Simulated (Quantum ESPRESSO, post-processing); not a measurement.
# W(110), 5 layers against a metal electrode, stepped through the charge of the slab, part 4 of 4

Aim: how the results for W(110), 5 layers against a metal electrode change with the charge of the slab.

Quantum ESPRESSO 7.5; plane-wave DFT, PBE, GBRV ultrasoft pseudopotentials.

So far. Step 6 (Ground state, -1.5 ×10¹³ e/cm²): Inside the slab this potential holds the local part of the pseudopotentials, which can be repulsive at the nuclei; only its value in the vacuum has a meaning of its own.

### 7. Ground state, -3 ×10¹³ e/cm²

Contents of m0.esm.in:

```
&control
  prefix = 'm0.esm'
  outdir = './out'
  pseudo_dir = './pseudo'
  calculation = 'scf'
  tprnfor = .true.
/
&system
  ibrav = 0
  nat = 5
  ntyp = 1
  ecutwfc = 40
  ecutrho = 200
  occupations = 'smearing'
  smearing = 'mv'
  degauss = 0.02
  assume_isolated = 'esm'
  esm_bc = 'bc3'
  tot_charge = -0.02118
/
&electrons
  conv_thr = 1e-08
  mixing_beta = 0.25
  electron_maxstep = 160
  mixing_mode = 'local-TF'
  mixing_ndim = 12
  startingpot = 'file'
/
ATOMIC_SPECIES
  W   183.8400  w_pbe_v1.2.uspp.F.UPF
CELL_PARAMETERS angstrom
  2.25011911967543 -1.59107448800000 0.00000000000000
  2.25011911967543 1.59107448800000 0.00000000000000
  0.00000000000000 0.00000000000000 24.10561402300550
ATOMIC_POSITIONS crystal
  W   0.000000000000 0.000000000000 -0.121847326500
  W   0.500000000000 0.500000000000 -0.031469437100
  W   0.000000000000 0.000000000000 0.062226168500
  W   0.500000000000 0.500000000000 0.155921774100
  W   0.000000000000 0.000000000000 0.246299663500
K_POINTS automatic
  12 12 1 0 0 0
```

Launch:

```bash
$ cp -r out/m1.esm.save out/m0.esm.save
$ OMP_NUM_THREADS=1 mpirun -n 4 pw.x -nk 4 -in m0.esm.in > m0.esm.out
```

What it wrote:

```text
[banner, memory and clock lines left out]
Program PWSCF v.7.5 starts
[...]
Message from routine setup:
[...]
number of electrons       =        70.02
     number of Kohn-Sham states=           42
     kinetic-energy cutoff     =      40.0000  Ry
     charge density cutoff     =     200.0000  Ry
[...]
number of k points=    43  Marzari-Vanderbilt smearing, width (Ry)=  0.0200
[...]
Dense  grid:    55803 G-vectors     FFT dimensions: (  24,  24, 216)
[...]
The initial density is read from file :
[...]
negative rho (up, down):  3.314E-01 0.000E+00
     Starting wfcs are   65 randomized atomic wfcs
[...]
negative rho (up, down):  3.318E-01 0.000E+00
[...]
estimated scf accuracy    <       2.70191450 Ry
[...]
negative rho (up, down):  3.329E-01 0.000E+00
[...]
estimated scf accuracy    <       0.76281914 Ry
[...]
negative rho (up, down):  3.333E-01 0.000E+00
[...]
estimated scf accuracy    <       0.02377505 Ry
[...]
negative rho (up, down):  3.340E-01 0.000E+00
[...]
estimated scf accuracy    <       0.00604931 Ry
[...]
negative rho (up, down):  3.332E-01 0.000E+00
[...]
estimated scf accuracy    <       0.00404684 Ry
[...]
negative rho (up, down):  3.333E-01 0.000E+00
[...]
estimated scf accuracy    <       0.00175809 Ry
[...]
negative rho (up, down):  3.330E-01 0.000E+00
[...]
estimated scf accuracy    <       0.00172404 Ry
[...]
negative rho (up, down):  3.328E-01 0.000E+00
[...]
estimated scf accuracy    <       0.00142248 Ry
[...]
negative rho (up, down):  3.326E-01 0.000E+00
[...]
estimated scf accuracy    <       0.00032881 Ry
[...]
negative rho (up, down):  3.324E-01 0.000E+00
[...]
estimated scf accuracy    <       0.00007998 Ry
[...]
negative rho (up, down):  3.320E-01 0.000E+00
[...]
estimated scf accuracy    <       0.00003629 Ry
[...]
negative rho (up, down):  3.316E-01 0.000E+00
[...]
estimated scf accuracy    <       0.00001900 Ry
[...]
negative rho (up, down):  3.317E-01 0.000E+00
[...]
estimated scf accuracy    <       0.00002864 Ry
[...]
negative rho (up, down):  3.314E-01 0.000E+00
[...]
estimated scf accuracy    <       0.00001651 Ry
[...]
negative rho (up, down):  3.314E-01 0.000E+00
[...]
estimated scf accuracy    <       0.00001881 Ry
[...]
negative rho (up, down):  3.313E-01 0.000E+00
[...]
estimated scf accuracy    <       0.00000425 Ry
[...]
negative rho (up, down):  3.313E-01 0.000E+00
[...]
estimated scf accuracy    <       0.00000066 Ry
[...]
negative rho (up, down):  3.313E-01 0.000E+00
[...]
estimated scf accuracy    <       0.00000172 Ry
[...]
negative rho (up, down):  3.313E-01 0.000E+00
[...]
estimated scf accuracy    <       0.00000174 Ry
[...]
negative rho (up, down):  3.313E-01 0.000E+00
[...]
estimated scf accuracy    <       0.00000097 Ry
[...]
negative rho (up, down):  3.313E-01 0.000E+00
[...]
estimated scf accuracy    <       0.00000075 Ry
[...]
negative rho (up, down):  3.313E-01 0.000E+00
[...]
estimated scf accuracy    <       0.00000016 Ry
[...]
negative rho (up, down):  3.313E-01 0.000E+00
[...]
estimated scf accuracy    <       0.00000008 Ry
[...]
negative rho (up, down):  3.313E-01 0.000E+00
[...]
estimated scf accuracy    <       0.00000003 Ry
[...]
negative rho (up, down):  3.313E-01 0.000E+00
[...]
estimated scf accuracy    <       0.00000005 Ry
[...]
negative rho (up, down):  3.313E-01 0.000E+00
[...]
estimated scf accuracy    <       0.00000003 Ry
[...]
negative rho (up, down):  3.313E-01 0.000E+00
[...]
estimated scf accuracy    <       0.00000004 Ry
[...]
negative rho (up, down):  3.313E-01 0.000E+00
[...]
estimated scf accuracy    <       0.00000006 Ry
[...]
negative rho (up, down):  3.313E-01 0.000E+00
[...]
estimated scf accuracy    <       0.00000002 Ry
[...]
negative rho (up, down):  3.313E-01 0.000E+00
[...]
estimated scf accuracy    <       0.00000005 Ry
[...]
negative rho (up, down):  3.313E-01 0.000E+00
[...]
estimated scf accuracy    <       0.00000005 Ry
[...]
negative rho (up, down):  3.313E-01 0.000E+00
[...]
the Fermi energy is    -2.6137 ev
!    total energy              =    -795.47748960 Ry
     estimated scf accuracy    <          6.5E-09 Ry
     smearing contrib. (-TS)   =      -0.00091007 Ry
     internal energy E=F+TS    =    -795.47657953 Ry
[...]
one-electron contribution =  -79441.98050969 Ry
     hartree contribution      =   39698.65653615 Ry
     xc contribution           =    -205.96015270 Ry
     ewald contribution        =   39153.80754671 Ry
     convergence has been achieved in  32 iterations
     negative rho (up, down):  3.313E-01 0.000E+00
[...]
Total force =     0.002891     Total SCF correction =     0.000691
[...]
```

It took 4.5 min on 4 MPI ranks of Intel Xeon at 2.70GHz, shared host; peak memory 0.82 GiB; 18 min of CPU time.

Numbers from this step:

| Item | Value |
| --- | --- |
| Fermi energy | -2.614 eV |
| vacuum line at the lower end of the cell, over the Fermi level | 4.786 eV |
| slope of the potential above | -0.5350 eV/Å |
| vacuum line at the upper end of the cell, over the Fermi level | 2.614 eV |

Inside the slab this potential holds the local part of the pseudopotentials, which can be repulsive at the nuclei; only its value in the vacuum has a meaning of its own.

### 8. The series side by side

The series in one table:

| the charge of the slab (positive: electrons removed) | electrode's level over the Fermi level (eV) | far face's level over the Fermi level (eV) | field in the gap (eV/Å) |
| --- | --- | --- | --- |
| -3 ×10¹³ e/cm² | 2.614 | 4.786 | -0.535 |
| -1.5 ×10¹³ e/cm² | 3.687 | 4.787 | -0.2674 |
| 0 ×10¹³ e/cm² | 4.781 | 4.782 | 0.0003208 |
| 1 ×10¹³ e/cm² | 5.522 | 4.785 | 0.1789 |
| 2 ×10¹³ e/cm² | 6.268 | 4.782 | 0.3575 |
| 3 ×10¹³ e/cm² | 7.021 | 4.784 | 0.5361 |
| 4.5 ×10¹³ e/cm² | 8.16 | 4.779 | 0.804 |
| 6 ×10¹³ e/cm² | 9.312 | 4.786 | 1.072 |
| 7 ×10¹³ e/cm² | 10.08 | 4.778 | 1.251 |
| 8 ×10¹³ e/cm² | 10.86 | 4.79 | 1.429 |

### 9. The arithmetic

Last interval: C = Δσ/ΔV = 0.00099 e/Å² / 0.777 V × 1602 = 2.03 µF/cm².

### 10. What came out

```
mean capacitance at positive charge : 2.08 μF/cm²
effective gap ε₀/C                  : 4.26 Å
top atoms to electrode              : 6.12 Å
```

The series holds 10 members; mean capacitance at positive charge: 2.08 μF/cm²; effective gap ε₀/C: 4.26 Å; top atoms to electrode: 6.12 Å (PBE, GBRV ultrasoft). Interval by interval C lies between 2.03 and 2.21 µF/cm². The far face's level moves by 0.01 eV over the series: the slab screens like a metal, and averaged over the positive charges the image plane lies 1.86 Å above the top atoms. The labels count charge on the starting cell; on the relaxed cell the densities are 0.986 times as large. Vacuum fills the gap; ions don't answer the charge; added electrons can spill towards the electrode at the most negative charges.

[Logs are printed without paths, hosts, clocks, repeated set-up lines and the standing remarks that a program may print on its own settings, such as how far it seeks lower states.]

[Hosts, paths, dates, database ids (printed as entryN), source tags and the programs' standing remarks are cut or masked in the printed files.]

[Maps of the electrostatic potential energy from Ansatz leave out the sawtooth potential of an applied field or a dipole correction, so their vacuum need not be flat; planar profiles and work functions include it.]
